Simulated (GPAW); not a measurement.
**Core-hole calculation of the O K edge in MnO2 (Pnnm)**

Aim: the dependence of the O K near-edge features of MnO2 (Pnnm) on volume.

Method: X-ray absorption from dipole matrix elements to empty bands, plane-wave PAW LDA+U, in GPAW 26.7.0.

Most raw output is cut from this account.

## 1. The structure

It takes space group Pnnm (No. 58, orthorhombic). Conventional cell: a = 4.331 Å, b = 4.462 Å, c = 2.862 Å, α = 90.00°, β = 90.00°, γ = 90.00°. Nearest to Mn lie 6 O at 1.88 to 1.90 Å. Nearest to O lie 3 Mn at 1.88 to 1.90 Å. Farther neighbours and most contacts between anions are not listed.

Structure file:

```cif
data_structure
_symmetry_space_group_name_H-M 'Pnnm'
_symmetry_Int_Tables_number 58
_cell_length_a 4.3306
_cell_length_b 4.4623
_cell_length_c 2.8625
_cell_angle_alpha 90.000
_cell_angle_beta 90.000
_cell_angle_gamma 90.000
_cell_volume 55.32
loop_
_atom_site_label
_atom_site_type_symbol
_atom_site_symmetry_multiplicity
_atom_site_Wyckoff_symbol
_atom_site_fract_x
_atom_site_fract_y
_atom_site_fract_z
_atom_site_occupancy
Mn1 Mn 2 a 0.50000 0.50000 0.50000 1
O1 O 4 g 0.21399 0.82296 0.50000 1
```

## 2. The field without a hole

The ground state comes first: it tells whether the system has a gap, which decides how the excited electron is treated.

Input file scf.py:

```python
import numpy as np
from ase import Atoms
from ase.parallel import parprint, paropen
from gpaw import GPAW, PW, FermiDirac, Mixer, MixerDif, setup_paths
from gpaw.test import gen
setup_paths.insert(0, '.')
gen('O', name='nch1s', xcname='LDA', corehole=(1, 0, 0), write_xml=True)
from gpaw.mpi import world
world.barrier()

atoms = Atoms('Mn2O4',
    cell=[[4.33057597, 0, 0],
     [0, 4.46231267, 0],
     [0, 0, 2.8624768]],
    scaled_positions=[[0.5, 0.5, 0.5],
     [0, 0, 0],
     [0.21399236, 0.82296267, 0.5],
     [0.28600764, 0.32296267, 0],
     [0.71399236, 0.67703733, 0],
     [0.78600764, 0.17703733, 0.5]],
    magmoms=[4.0, -4.0, 0.0, 0.0, 0.0, 0.0],
    pbc=True)
atoms.calc = calc = GPAW(legacy_gpaw=True, mode=PW(500), xc='LDA', setups={'Mn': ':d,3.9', 2: 'nch1s'},
    kpts={'size': (5, 5, 7), 'gamma': True}, occupations=FermiDirac(0.05),
    charge=0, mixer=MixerDif(0.05, 8, 50), maxiter=150,
    convergence={'density': 0.0001}, txt='scf.txt')
energy = atoms.get_potential_energy() + calc.get_reference_energy()
ef = calc.get_fermi_level()
out = dict(energy=energy, fermi=ef, forces=atoms.get_forces().tolist(), magmoms=atoms.get_magnetic_moments().tolist())
parprint(f'all-electron energy {energy:.4f} eV, Fermi level {ef:.4f} eV')
ev = np.array([[calc.get_eigenvalues(k, s) for k in range(len(calc.get_ibz_k_points()))] for s in range(calc.get_number_of_spins())])
out['homo'], out['lumo'], out['counts'] = ev[ev < ef].max(), ev[ev > ef].min(), sorted(set((ev < ef).sum((0, 2)).tolist()))
out['filled'] = (ev[:, 0] < ef).sum(1).tolist()
import json
with paropen('out.json', 'w') as f:
    json.dump(out, f)
```

Command:

```sh
> OMP_NUM_THREADS=1 mpirun -n 2 gpaw python scf.py
```

It took 78 s on 2 MPI ranks of Arm Neoverse V1, shared host; peak memory 0.28 GiB; 2.6 min of CPU time.

The mesh shows a gap of 0.55 eV, so the hole is first treated in a charged cell, without the excited electron.

Site moments (μB): 2.90, -2.90, -0.01, 0.01, 0.01, -0.01.

## 3. Reference energy of the supercell

The photon energy needs a difference of total energies, so the cell and mesh of the coming hole run are first run without a hole.

scf.py, as its differences from that of step 2:

```diff
@@ -10,16 +10,22 @@
 
-atoms = Atoms('Mn2O4',
-    cell=[[4.33057597, 0, 0],
-     [0, 4.46231267, 0],
-     [0, 0, 2.8624768]],
-    scaled_positions=[[0.5, 0.5, 0.5],
+atoms = Atoms('Mn4O8',
+    cell=[[-4.33057597, 0, -2.8624768],
+     [4.33057597, 0, -2.8624768],
+     [0, -4.46231267, -2.8624768]],
+    scaled_positions=[[0.75, 0.25, 0.5],
+     [0.25, 0.75, 0.5],
      [0, 0, 0],
-     [0.21399236, 0.82296267, 0.5],
-     [0.28600764, 0.32296267, 0],
-     [0.71399236, 0.67703733, 0],
-     [0.78600764, 0.17703733, 0.5]],
-    magmoms=[4.0, -4.0, 0.0, 0.0, 0.0, 0.0],
+     [0.5, 0.5, 0],
+     [0.05448516, 0.26847751, 0.17703733],
+     [0.55448515, 0.76847752, 0.17703733],
+     [0.01847751, 0.30448516, 0.67703733],
+     [0.51847752, 0.80448515, 0.67703733],
+     [0.98152248, 0.69551485, 0.32296267],
+     [0.48152249, 0.19551484, 0.32296267],
+     [0.44551485, 0.23152249, 0.82296267],
+     [0.94551485, 0.73152248, 0.82296267]],
+    magmoms=[4.0, 4.0, -4.0, -4.0, 0.0, 0.0, 0.0, 0.0, 0.0, 0.0, 0.0, 0.0],
     pbc=True)
-atoms.calc = calc = GPAW(legacy_gpaw=True, mode=PW(500), xc='LDA', setups={'Mn': ':d,3.9', 2: 'nch1s'},
-    kpts={'size': (5, 5, 7), 'gamma': True}, occupations=FermiDirac(0.05),
+atoms.calc = calc = GPAW(legacy_gpaw=True, mode=PW(500), xc='LDA', setups={'Mn': ':d,3.9', 4: 'nch1s'},
+    kpts={'size': (3, 3, 3), 'gamma': True}, occupations=FermiDirac(0.02),
     charge=0, mixer=MixerDif(0.05, 8, 50), maxiter=150,
```

Run time: 2.1 min. Hardware: 2 MPI ranks; peak memory 0.39 GiB.

Reference energy: -142143.373 eV with the cores included.

## 4. Spectrum with FCH, O atom 3

The holes are 5.2 Å apart. In GPAW the data set carries the hole's charge, so charge=0 means a charged cell and charge=-1 a neutral one. The excited electron is left out and a uniform background balances the charge. After the field has converged, empty bands are computed with the density fixed and the dipole matrix elements are summed.

The absorber has 2 Mn at 1.88 Å and 1 Mn at 1.90 Å (distorted trigonal planar, site symmetry m).

Input file xas.py:

```python
import numpy as np
from ase import Atoms
from ase.parallel import parprint, paropen
from gpaw import GPAW, PW, FermiDirac, Mixer, MixerDif, setup_paths
from gpaw.test import gen
setup_paths.insert(0, '.')
gen('O', name='fch1s', xcname='LDA', corehole=(1, 0, 1), write_xml=True)
from gpaw.mpi import world
world.barrier()

atoms = Atoms('Mn4O8',
    cell=[[-4.33057597, 0, -2.8624768],
     [4.33057597, 0, -2.8624768],
     [0, -4.46231267, -2.8624768]],
    scaled_positions=[[0.75, 0.25, 0.5],
     [0.25, 0.75, 0.5],
     [0, 0, 0],
     [0.5, 0.5, 0],
     [0.05448516, 0.26847751, 0.17703733],
     [0.55448515, 0.76847752, 0.17703733],
     [0.01847751, 0.30448516, 0.67703733],
     [0.51847752, 0.80448515, 0.67703733],
     [0.98152248, 0.69551485, 0.32296267],
     [0.48152249, 0.19551484, 0.32296267],
     [0.44551485, 0.23152249, 0.82296267],
     [0.94551485, 0.73152248, 0.82296267]],
    magmoms=[4.0, 4.0, -4.0, -4.0, 0.0, 0.0, 0.0, 0.0, 0.0, 0.0, 0.0, 0.0],
    pbc=True)
atoms.calc = calc = GPAW(legacy_gpaw=True, mode=PW(500), xc='LDA', setups={'Mn': ':d,3.9', 4: 'fch1s'},
    kpts={'size': (3, 3, 3), 'gamma': True}, occupations=FermiDirac(0.02),
    charge=0, mixer=MixerDif(0.05, 8, 50), maxiter=150,
    convergence={'density': 0.0001}, txt='scf.txt')
energy = atoms.get_potential_energy() + calc.get_reference_energy()
ef = calc.get_fermi_level()
out = dict(energy=energy, fermi=ef, forces=atoms.get_forces().tolist(), magmoms=atoms.get_magnetic_moments().tolist())
parprint(f'all-electron energy {energy:.4f} eV, Fermi level {ef:.4f} eV')
ev = np.array([[calc.get_eigenvalues(k, s) for k in range(len(calc.get_ibz_k_points()))] for s in range(calc.get_number_of_spins())])
out['homo'], out['lumo'], out['counts'] = ev[ev < ef].max(), ev[ev > ef].min(), sorted(set((ev < ef).sum((0, 2)).tolist()))
out['filled'] = (ev[:, 0] < ef).sum(1).tolist()

from ase.units import Ha
from gpaw.xas import dipole_matrix_elements
nb = int(calc.get_number_of_electrons() / 2) + 89
top, nb = nb, nb + 8 + nb // 12
nscf = calc.fixed_density(kpts={'size': (4, 4, 4), 'gamma': True}, nbands=nb,
    convergence={'bands': top, 'eigenstates': 1e-5}, maxiter=60, txt='nscf.txt')
cell = atoms.cell.array
ops = [cell.T @ U.T @ np.linalg.inv(cell.T) for U in nscf.wfs.kd.symmetry.op_scc]
filled = [54, 54]  # bands filled in the ground state, by spin
E = np.arange(-6, 34, 0.1)
fwhm = np.interp(E, [4, 25], [0.9, 3.5])
Y, X, zero, highest = 0, 0, 1e9, 1e9
for spin in range(nscf.get_number_of_spins()):
    wfs = nscf.wfs
    A = dipole_matrix_elements(wfs.setups[4])
    eps = np.zeros((wfs.kd.nibzkpts, nb))
    d = np.zeros((3, A.shape[1], wfs.kd.nibzkpts, nb), complex)
    for kpt in wfs.kpt_u:
        if kpt.s == spin and 4 in kpt.P_ani:
            eps[kpt.k] = kpt.eps_n * Ha
            d[:, :, kpt.k] = (kpt.weight * wfs.nspins / 2) ** 0.5 * np.inner(A, kpt.P_ani[4])
    world.sum(eps)
    world.sum(d)
    T = np.einsum('amkn,bmkn->abkn', d, d.conj()).real
    T = sum(np.einsum('ai,ijkn,bj->abkn', R, T, R) for R in ops) / len(ops)
    empty = np.ones_like(eps, bool) & (np.arange(nb) >= filled[spin])
    zero, highest = min(zero, eps[empty].min()), min(highest, eps[:, top - 1].min())
    lines = [(eps, T, empty)] if spin == 0 else lines + [(eps, T, empty)]
for eps, T, empty in lines:
    f = np.einsum('aakn->akn', T).reshape(3, -1)
    x = eps.ravel() - zero
    w = np.interp(x, E, fwhm) / 2.35482
    g = np.exp(-0.5 * ((E[:, None] - x) / w) ** 2) / (w * (2 * np.pi) ** 0.5)
    Y = Y + (f * empty.ravel()) @ g.T
    X = X + (f * ~empty.ravel()) @ g.T
out.update(E=E.round(2).tolist(), xas=Y.tolist(), xes=X.tolist(), zero=zero, valid=highest - zero, nk=len(eps), nb=nb)
for i in range(0, len(E), 10):
    parprint(f'{E[i]:7.2f}', *(f'{v:10.3e}' for v in Y[:, i]))
import json
with paropen('out.json', 'w') as f:
    json.dump(out, f)
```

Command:

```sh
> OMP_NUM_THREADS=1 mpirun -n 2 gpaw python xas.py
```

It took 9.3 min on 2 MPI ranks; peak memory 0.74 GiB; 19 min of CPU time.

The O K spectrum, O atom 3, full core hole (charged cell) (energy from the lowest empty level; intensity scaled to a mean of 1 over the first 20 eV; polarised curves are means over the symmetry-equivalent atoms):

| E (eV) | isotropic | ε ∥ x | ε ∥ y | ε ∥ z |
| --- | --- | --- | --- | --- |
| -2.00 | 0.00 | 0.00 | 0.00 | 0.00 |
| -1.25 | 0.00 | 0.00 | 0.00 | 0.00 |
| -0.50 | 0.02 | 0.02 | 0.02 | 0.02 |
| 0.25 | 0.58 | 0.57 | 0.52 | 0.65 |
| 1.00 | 1.56 | 1.41 | 1.42 | 1.84 |
| 1.75 | 0.76 | 0.68 | 0.76 | 0.83 |
| 2.50 | 1.26 | 1.30 | 1.28 | 1.21 |
| 3.25 | 1.27 | 1.15 | 1.12 | 1.53 |
| 4.00 | 1.71 | 1.52 | 1.57 | 2.04 |
| 4.75 | 0.25 | 0.24 | 0.26 | 0.25 |
| 5.50 | 0.01 | 0.01 | 0.01 | 0.01 |
| 6.25 | 0.00 | 0.00 | 0.00 | 0.00 |
| 7.00 | 0.00 | 0.00 | 0.00 | 0.00 |
| 7.75 | 0.03 | 0.02 | 0.03 | 0.03 |
| 8.50 | 0.10 | 0.09 | 0.10 | 0.11 |
| 9.25 | 0.26 | 0.24 | 0.26 | 0.29 |
| 10.00 | 0.59 | 0.55 | 0.58 | 0.65 |
| 10.75 | 1.10 | 0.97 | 1.06 | 1.28 |
| 11.50 | 1.56 | 1.30 | 1.43 | 1.96 |
| 12.25 | 1.68 | 1.36 | 1.47 | 2.21 |
| 13.00 | 1.69 | 1.39 | 1.47 | 2.21 |
| 13.75 | 1.90 | 1.66 | 1.72 | 2.33 |
| 14.50 | 2.23 | 2.16 | 2.14 | 2.38 |
| 15.25 | 2.27 | 2.49 | 2.35 | 1.98 |
| 16.00 | 1.93 | 2.37 | 2.10 | 1.33 |
| 16.75 | 1.43 | 1.89 | 1.57 | 0.84 |
| 17.50 | 0.99 | 1.31 | 1.06 | 0.58 |
| 18.25 | 0.67 | 0.84 | 0.72 | 0.45 |
| 19.00 | 0.49 | 0.55 | 0.54 | 0.38 |
| 19.75 | 0.40 | 0.40 | 0.44 | 0.37 |
| 20.50 | 0.38 | 0.32 | 0.40 | 0.41 |
| 21.25 | 0.39 | 0.28 | 0.40 | 0.50 |
| 22.00 | 0.43 | 0.26 | 0.46 | 0.57 |
| 22.75 | 0.48 | 0.27 | 0.56 | 0.61 |
| 23.50 | 0.52 | 0.31 | 0.68 | 0.58 |
| 24.25 | 0.57 | 0.39 | 0.79 | 0.52 |
| 25.00 | 0.60 | 0.50 | 0.82 | 0.46 |
| 25.75 | 0.61 | 0.62 | 0.77 | 0.43 |
| 26.50 | 0.60 | 0.72 | 0.65 | 0.42 |
| 27.25 | 0.58 | 0.77 | 0.54 | 0.42 |
| 28.00 | 0.56 | 0.79 | 0.46 | 0.42 |
| 28.75 | 0.55 | 0.78 | 0.42 | 0.44 |
| 29.50 | 0.54 | 0.75 | 0.41 | 0.46 |
| 30.25 | 0.54 | 0.69 | 0.41 | 0.50 |
| 31.00 | 0.54 | 0.63 | 0.43 | 0.57 |
| 31.75 | 0.56 | 0.57 | 0.45 | 0.66 |

Main maxima below 24 eV (height): 0.9 eV (1.56), 2.6 eV (1.29), 3.8 eV (1.92) and 15.0 eV (2.31). A K edge sees empty p states; the first features are O p mixed into the empty d states of the Mn neighbours, and the broad ones above probably into the cations' higher empty bands.

The hole costs E(hole) − E(ground) = 518.01 eV, and the lowest empty level of the hole cell on the spectrum's mesh lies at 5.94 eV, which puts the zero at 523.95 eV. The functional and the charged cell's background leave an error in such absolute values: in the free atom LDA prices this hole 4.1 eV below PBE (computed apart), and PBE is itself good to a few eV.

## 5. Supercell without a hole, the energy reference

The cell changes for the next run, so it gets a reference energy of its own.

The cell differs from the one that the last finished run ended in (a 5.191 → 5.030 Å, b 5.191 → 5.030 Å, c 5.302 → 5.137 Å).

scf.py, as its differences from that of step 3:

```diff
@@ -11,5 +11,5 @@
 atoms = Atoms('Mn4O8',
-    cell=[[-4.33057597, 0, -2.8624768],
-     [4.33057597, 0, -2.8624768],
-     [0, -4.46231267, -2.8624768]],
+    cell=[[-4.19655377, 0, -2.77388918],
+     [4.19655377, 0, -2.77388918],
+     [0, -4.3242135, -2.77388918]],
     scaled_positions=[[0.75, 0.25, 0.5],
```

Command:

```sh
> OMP_NUM_THREADS=1 mpirun -n 2 gpaw python scf.py
```

It took 1.9 min on 2 MPI ranks; peak memory 0.39 GiB; 3.7 min of CPU time.

Reference energy: -142143.002 eV with the cores included.

## 6. Spectrum with FCH, O atom 3

Shorter bonds are expected to push antibonding states and scattering resonances up, and longer ones down; the cell is scaled to test that.

Changed against the first core-hole run: volume scale from 1 to 0.91.

xas.py, as its differences from that of step 4:

```diff
@@ -11,5 +11,5 @@
 atoms = Atoms('Mn4O8',
-    cell=[[-4.33057597, 0, -2.8624768],
-     [4.33057597, 0, -2.8624768],
-     [0, -4.46231267, -2.8624768]],
+    cell=[[-4.19655377, 0, -2.77388918],
+     [4.19655377, 0, -2.77388918],
+     [0, -4.3242135, -2.77388918]],
     scaled_positions=[[0.75, 0.25, 0.5],
@@ -42,3 +42,3 @@
 from gpaw.xas import dipole_matrix_elements
-nb = int(calc.get_number_of_electrons() / 2) + 89
+nb = int(calc.get_number_of_electrons() / 2) + 83
 top, nb = nb, nb + 8 + nb // 12
```

Command:

```sh
> OMP_NUM_THREADS=1 mpirun -n 2 gpaw python xas.py
```

Elapsed: 8.4 min, on 2 MPI ranks; peak memory 0.71 GiB; 17 min of CPU time.

| E (eV) | first run | this run |
| --- | --- | --- |
| -2.0 | 0.00 | 0.00 |
| -1.0 | 0.00 | 0.00 |
| 0.0 | 0.25 | 0.12 |
| 1.0 | 1.56 | 1.43 |
| 2.0 | 0.80 | 1.23 |
| 3.0 | 1.15 | 1.00 |
| 4.0 | 1.71 | 1.88 |
| 5.0 | 0.09 | 0.21 |
| 6.0 | 0.00 | 0.00 |
| 7.0 | 0.00 | 0.00 |
| 8.0 | 0.04 | 0.01 |
| 9.0 | 0.19 | 0.10 |
| 10.0 | 0.59 | 0.38 |
| 11.0 | 1.28 | 0.99 |
| 12.0 | 1.67 | 1.51 |
| 13.0 | 1.69 | 1.54 |
| 14.0 | 2.02 | 1.71 |
| 15.0 | 2.31 | 2.02 |
| 16.0 | 1.93 | 2.00 |
| 17.0 | 1.27 | 1.68 |
| 18.0 | 0.76 | 1.22 |
| 19.0 | 0.49 | 0.75 |
| 20.0 | 0.39 | 0.47 |
| 21.0 | 0.39 | 0.38 |
| 22.0 | 0.43 | 0.37 |
| 23.0 | 0.49 | 0.42 |
| 24.0 | 0.55 | 0.47 |
| 25.0 | 0.60 | 0.53 |
| 26.0 | 0.60 | 0.59 |
| 27.0 | 0.58 | 0.61 |
| 28.0 | 0.56 | 0.59 |
| 29.0 | 0.54 | 0.55 |
| 30.0 | 0.54 | 0.53 |
| 31.0 | 0.54 | 0.52 |
| 32.0 | 0.57 | 0.51 |

Against the first run the r.m.s. difference is 20 %. The highest intensity below 16 eV goes from 15.0 eV (2.31) to 15.4 eV (2.07).

The photon energy of the zero moves by +0.44 eV.

## 7. Supercell without a hole, the energy reference

The cell differs from the one that the last finished run ended in (a 5.030 → 5.139 Å, b 5.030 → 5.139 Å, c 5.137 → 5.248 Å).

scf.py, as its differences from that of step 5:

```diff
@@ -11,5 +11,5 @@
 atoms = Atoms('Mn4O8',
-    cell=[[-4.19655377, 0, -2.77388918],
-     [4.19655377, 0, -2.77388918],
-     [0, -4.3242135, -2.77388918]],
+    cell=[[-4.28682979, 0, -2.83356092],
+     [4.28682979, 0, -2.83356092],
+     [0, -4.41723572, -2.83356092]],
     scaled_positions=[[0.75, 0.25, 0.5],
```

Command:

```sh
> OMP_NUM_THREADS=1 mpirun -n 2 gpaw python scf.py
```

Elapsed: 2.7 min, on 2 MPI ranks; peak memory 0.39 GiB; 5.4 min of CPU time.

Reference energy: -142143.421 eV with the cores included.

## 8. Spectrum with FCH, O atom 3

Changed against the first core-hole run: volume scale from 1 to 0.97.

xas.py, as its differences from that of step 6:

```diff
@@ -11,5 +11,5 @@
 atoms = Atoms('Mn4O8',
-    cell=[[-4.19655377, 0, -2.77388918],
-     [4.19655377, 0, -2.77388918],
-     [0, -4.3242135, -2.77388918]],
+    cell=[[-4.28682979, 0, -2.83356092],
+     [4.28682979, 0, -2.83356092],
+     [0, -4.41723572, -2.83356092]],
     scaled_positions=[[0.75, 0.25, 0.5],
@@ -42,3 +42,3 @@
 from gpaw.xas import dipole_matrix_elements
-nb = int(calc.get_number_of_electrons() / 2) + 83
+nb = int(calc.get_number_of_electrons() / 2) + 87
 top, nb = nb, nb + 8 + nb // 12
```

Command:

```sh
> OMP_NUM_THREADS=1 mpirun -n 2 gpaw python xas.py
```

Elapsed: 9.2 min, on 2 MPI ranks; peak memory 0.73 GiB; 18 min of CPU time.

| E (eV) | first run | this run |
| --- | --- | --- |
| -2.0 | 0.00 | 0.00 |
| -1.0 | 0.00 | 0.00 |
| 0.0 | 0.25 | 0.20 |
| 1.0 | 1.56 | 1.55 |
| 2.0 | 0.80 | 0.96 |
| 3.0 | 1.15 | 1.08 |
| 4.0 | 1.71 | 1.76 |
| 5.0 | 0.09 | 0.11 |
| 6.0 | 0.00 | 0.00 |
| 7.0 | 0.00 | 0.00 |
| 8.0 | 0.04 | 0.03 |
| 9.0 | 0.19 | 0.16 |
| 10.0 | 0.59 | 0.52 |
| 11.0 | 1.28 | 1.19 |
| 12.0 | 1.67 | 1.62 |
| 13.0 | 1.69 | 1.64 |
| 14.0 | 2.02 | 1.90 |
| 15.0 | 2.31 | 2.23 |
| 16.0 | 1.93 | 2.01 |
| 17.0 | 1.27 | 1.43 |
| 18.0 | 0.76 | 0.88 |
| 19.0 | 0.49 | 0.54 |
| 20.0 | 0.39 | 0.40 |
| 21.0 | 0.39 | 0.38 |
| 22.0 | 0.43 | 0.41 |
| 23.0 | 0.49 | 0.47 |
| 24.0 | 0.55 | 0.53 |
| 25.0 | 0.60 | 0.58 |
| 26.0 | 0.60 | 0.61 |
| 27.0 | 0.58 | 0.59 |
| 28.0 | 0.56 | 0.56 |
| 29.0 | 0.54 | 0.54 |
| 30.0 | 0.54 | 0.53 |
| 31.0 | 0.54 | 0.53 |
| 32.0 | 0.57 | 0.54 |

The scaled spectrum changes by 6 % r.m.s. The highest intensity below 16 eV goes from 15.0 eV (2.31) to 15.1 eV (2.24).

The photon energy of the zero moves by +0.15 eV.

## 9. Reference energy of the supercell

The cell differs from the one that the last finished run ended in (a 5.139 → 5.243 Å, b 5.139 → 5.243 Å, c 5.248 → 5.354 Å).

scf.py, as its differences from that of step 7:

```diff
@@ -11,5 +11,5 @@
 atoms = Atoms('Mn4O8',
-    cell=[[-4.28682979, 0, -2.83356092],
-     [4.28682979, 0, -2.83356092],
-     [0, -4.41723572, -2.83356092]],
+    cell=[[-4.37345575, 0, -2.89082],
+     [4.37345575, 0, -2.89082],
+     [0, -4.50649686, -2.89082]],
     scaled_positions=[[0.75, 0.25, 0.5],
```

Command:

```sh
> OMP_NUM_THREADS=1 mpirun -n 2 gpaw python scf.py
```

It took 2.1 min on 2 MPI ranks; peak memory 0.4 GiB; 4.2 min of CPU time.

Reference energy: -142143.188 eV with the cores included.

(Part 1 of 2 ends here.)

[Logs are printed without paths, hosts, clocks, repeated set-up lines and the standing remarks that a program may print on its own settings, such as how far it seeks lower states.]

[Hosts, paths, dates, database ids (printed as entryN), source tags and the programs' standing remarks are cut or masked in the printed files.]

[Lists of maxima count a maximum above −3 eV only where it reaches 4 % of the highest in the window and stands out from its surroundings by 2 % of it (1.5 % where it reaches 55 %); shoulders and weaker maxima are passed over, and of the rest the first, up to two pre-edge ones and the few strongest are named.]
